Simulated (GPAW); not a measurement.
# Cl/Ti(0001): work function by functional and basis, part 2 of 2

Aim: the work function of both faces of Cl/Ti(0001), and its spread over functionals and bases.

GPAW 26.7.0; GPAW, PAW setups; slab in vacuum, relaxation (the session's first sound run).

So far, upper work function (eV): step 2 (relaxation, PBE, GPAW) 4.33; step 4 (self-consistent run: xc = "LDA") 4.62; step 5 (OptPBE vdW: xc = "optPBE-vdW", GPAW, PAW setups, GPAW) 4.62; step 6 (self-consistent run: xc = "RPBE") 4.22; step 7 (self-consistent run: xc = "revPBE") 4.22.

## (8) Self-consistent run: xc = "vdW-DF2"

The same geometry under vdW-DF2, to see how far the functional moves the levels against the vacuum (the van der Waals functionals take revPBE setups).

Input file run.py:

```python
import json
import numpy as np
from ase import Atoms
from gpaw import GPAW, PW

slab = Atoms(
    ['Ti', 'Ti', 'Ti', 'Ti', 'Cl'],
    positions=[
        [2.95000, 1.70318, 7.00000],
        [0.00000, 0.00000, 9.34230],
        [2.95000, 1.70318, 11.71263],
        [0.00000, -0.00000, 14.00487],
        [2.95000, 1.70318, 15.73467]],
    cell=[[2.95, 0.0, 0.0], [1.475, 2.55477, 0.0], [0.0, 0.0, 23.18726]],
    pbc=[True, True, False])

slab.calc = GPAW(mode=PW(400), xc='vdW-DF2', kpts={'size': (12, 12, 1), 'gamma': True},
                 occupations={'name': 'fermi-dirac', 'width': 0.1}, nbands='160%',
                 convergence={'density': 1e-05}, maxiter=200,
                 poissonsolver={'dipolelayer': 'xy'},
                 symmetry={'tolerance': 1e-3}, txt='slab.txt')
result = {}
energy = slab.get_potential_energy()
fermi = slab.calc.get_fermi_level()
v = slab.calc.get_electrostatic_potential().mean((0, 1)) - fermi
n = slab.calc.get_pseudo_density().mean((0, 1))
L = slab.cell[2, 2]
z = np.arange(len(v)) * L / len(v)
low, high = slab.positions[:, 2].min(), slab.positions[:, 2].max()
below, above = np.interp([low - 4.8, high + 4.8], z, v)
slopes = [np.interp(x, z, np.gradient(v, z)) for x in (low - 4.8, high + 4.8)]
eps = np.array([[slab.calc.get_eigenvalues(k, s) for k in range(len(slab.calc.get_ibz_k_points()))]
                for s in range(slab.calc.get_number_of_spins())]) - fermi
top, bottom = eps[eps < 0].max(), eps[eps > 0].min()
dipole = slab.get_dipole_moment()[2]
print(f'energy {energy:.4f} eV, Fermi level {fermi:.4f} eV, dipole {dipole:.5f} e A')
print(f'potential 4.8 A off the faces, from the Fermi level: lower {below:.4f} eV, upper {above:.4f} eV')
print(f'slope of the potential there: lower {slopes[0]:.5f}, upper {slopes[1]:.5f} eV/A')
print(f'nearest levels on the mesh: {top:.4f} and {bottom:.4f} eV')
print('magnetic moment', round(slab.get_magnetic_moment(), 3))
result.update(energy=energy, fermi=fermi, dipole=dipole, below=below, above=above, slopes=slopes, edges=[top, bottom],
              z=z.tolist(), v=v.tolist(), n=n.tolist(), positions=slab.positions.tolist(),
              forces=slab.get_forces(apply_constraint=False).tolist(), moments=slab.get_magnetic_moments().tolist())
json.dump(result, open('result.json', 'w'))
```

On the command line:

```console
$ OMP_NUM_THREADS=1 OPENBLAS_NUM_THREADS=1 python run.py
```

Log:

```text
energy -219.3832 eV, Fermi level 1.7583 eV, dipole -0.00991 e A
potential 4.8 A off the faces, from the Fermi level: lower 4.6228 eV, upper 4.8639 eV
slope of the potential there: lower -0.00552, upper 0.00069 eV/A
nearest levels on the mesh: -0.0256 and 0.0382 eV
magnetic moment 0.0
```

Elapsed: 2.4 min, on 1 thread of Arm Neoverse V1, shared host; peak memory 0.33 GiB.

This step gave:

| Property | Result |
| --- | --- |
| dipole along the normal | -0.009910 e·Å |
| levels nearest the Fermi level on the mesh | -0.02559, 0.03823 eV from the Fermi level |
| upper work function | 4.864 eV |
| lower work function | 4.623 eV |

The upper face's work function is 4.864 eV, against 4.333 eV in the first plane-wave PBE run at this geometry.

## (9) Real-space grid: mode = "fd"

A real-space grid is a second complete basis, so it checks the plane-wave result.

run.py, as its differences from that of step 8:

```diff
@@ -3,3 +3,3 @@
 from ase import Atoms
-from gpaw import GPAW, PW
+from gpaw import GPAW
 
@@ -16,3 +16,3 @@
 
-slab.calc = GPAW(mode=PW(400), xc='vdW-DF2', kpts={'size': (12, 12, 1), 'gamma': True},
+slab.calc = GPAW(mode='fd', h=0.18, xc='PBE', kpts={'size': (12, 12, 1), 'gamma': True},
                  occupations={'name': 'fermi-dirac', 'width': 0.1}, nbands='160%',
```

Log:

```text
energy -29.5509 eV, Fermi level -4.3704 eV, dipole 0.00284 e A
potential 4.8 A off the faces, from the Fermi level: lower 4.4032 eV, upper 4.3366 eV
slope of the potential there: lower -0.00248, upper 0.00005 eV/A
nearest levels on the mesh: -0.0219 and 0.0330 eV
magnetic moment 0.0
```

Run time: 10 min. Hardware: 1 thread; peak memory 0.85 GiB.

This step gave:

```yaml
dipole_along_the_normal: 0.002837 e·Å
levels_nearest_the_fermi_level_on_the_mesh: -0.02194, 0.03304 eV from the Fermi level
upper_work_function: 4.337 eV
lower_work_function: 4.403 eV
```

The upper face's work function is 4.337 eV, against 4.333 eV in the first plane-wave PBE run at this geometry.

## (10) Atomic orbitals: mode = "lcao"

Atom-centred orbitals end a few angstrom from the surface, which tests how much the density's tail matters.

run.py, as its differences from that of step 9:

```diff
@@ -16,4 +16,4 @@
 
-slab.calc = GPAW(mode='fd', h=0.18, xc='PBE', kpts={'size': (12, 12, 1), 'gamma': True},
-                 occupations={'name': 'fermi-dirac', 'width': 0.1}, nbands='160%',
+slab.calc = GPAW(mode='lcao', basis='dzp', h=0.18, xc='PBE', kpts={'size': (12, 12, 1), 'gamma': True},
+                 occupations={'name': 'fermi-dirac', 'width': 0.1}, nbands='120%',
                  convergence={'density': 1e-05}, maxiter=200,
```

Log:

```text
energy -28.8016 eV, Fermi level -4.3550 eV, dipole 0.00323 e A
potential 4.8 A off the faces, from the Fermi level: lower 4.3933 eV, upper 4.3165 eV
slope of the potential there: lower -0.00101, upper -0.00000 eV/A
nearest levels on the mesh: -0.0207 and 0.0313 eV
magnetic moment 0.0
```

It took 21 min on 1 thread; peak memory 0.39 GiB.

Numbers from this step:

* dipole along the normal: 0.003229 e·Å
* levels nearest the Fermi level on the mesh: -0.02069, 0.03126 eV from the Fermi level
* upper work function: 4.317 eV
* lower work function: 4.393 eV

The upper face's work function is 4.317 eV, against 4.333 eV in the first plane-wave PBE run at this geometry.

## (11) The ladder

Times are for 1 thread of Arm Neoverse V1, shared host. The series side by side:

```tsv
no.	run	upper work function (eV)	lower work function (eV)	time	memory (GiB)
1	pw	4.333	4.407	2.1 min	0.21
2	LDA	4.616	4.589	2 min	0.21
3	optPBE vdW	4.617	4.548	2.4 min	0.33
4	RPBE	4.220	4.296	2.2 min	0.21
5	revPBE	4.218	4.306	2.2 min	0.21
6	vdW DF2	4.864	4.623	2.4 min	0.33
7	fd	4.337	4.403	10 min	0.85
8	lcao	4.317	4.393	21 min	0.39
```

## (12) Side by side

Results and costs are gathered.

This step: comparison of work functions, dipole and cost (GPAW 26.7.0).

Ladder, by row:

```tsv
step	code	work function, upper (eV)	work function, lower (eV)	dipole (e Å)	wall time (s)	peak memory (GiB)	threads
pw	GPAW	4.333	4.407	0.003163	124.9	0.21	1
LDA	GPAW	4.616	4.589	-0.001083	121.9	0.21	1
optPBE-vdW	GPAW	4.617	4.548	-0.002757	145.4	0.33	1
RPBE	GPAW	4.22	4.296	0.003234	130.3	0.21	1
revPBE	GPAW	4.218	4.306	0.003738	130.3	0.21	1
vdW-DF2	GPAW	4.864	4.623	-0.00991	143.6	0.33	1
fd	GPAW	4.337	4.403	0.002837	604.3	0.85	1
lcao	GPAW	4.317	4.393	0.003229	1251	0.39	1
```

## (13) Outcome

```
work function, upper and lower face : 4.333 and 4.407 eV
dipole along the normal             : 0.00316 e Å
```

**Reading.** With plane waves and PBE the work function is 4.33 eV on the upper face and 4.41 eV on the lower. The two faces differ by 0.074 eV, the step that the slab's dipole makes (e p/(ε0 A) gives 0.076 eV), so the dipole layer is needed. Over the sound runs of the table the upper face's work function spans 4.218 (revPBE) to 4.864 eV (vdW-DF2). The cell of 7.54 Å² holds one Cl, started on one chosen site; other sites and coverages weren't tried. The runs had no spin polarisation, so a magnetic state, which thin layers of d-metal atoms can have, wasn't tested. The in-plane lattice was kept as typed, which isn't the functional's own and leaves some strain; spin-orbit coupling and temperature are left out.

[Logs are printed without paths, hosts, clocks, repeated set-up lines and the standing remarks that a program may print on its own settings, such as how far it seeks lower states.]

[Hosts, paths, dates, database ids (printed as entryN), source tags and the programs' standing remarks are cut or masked in the printed files.]
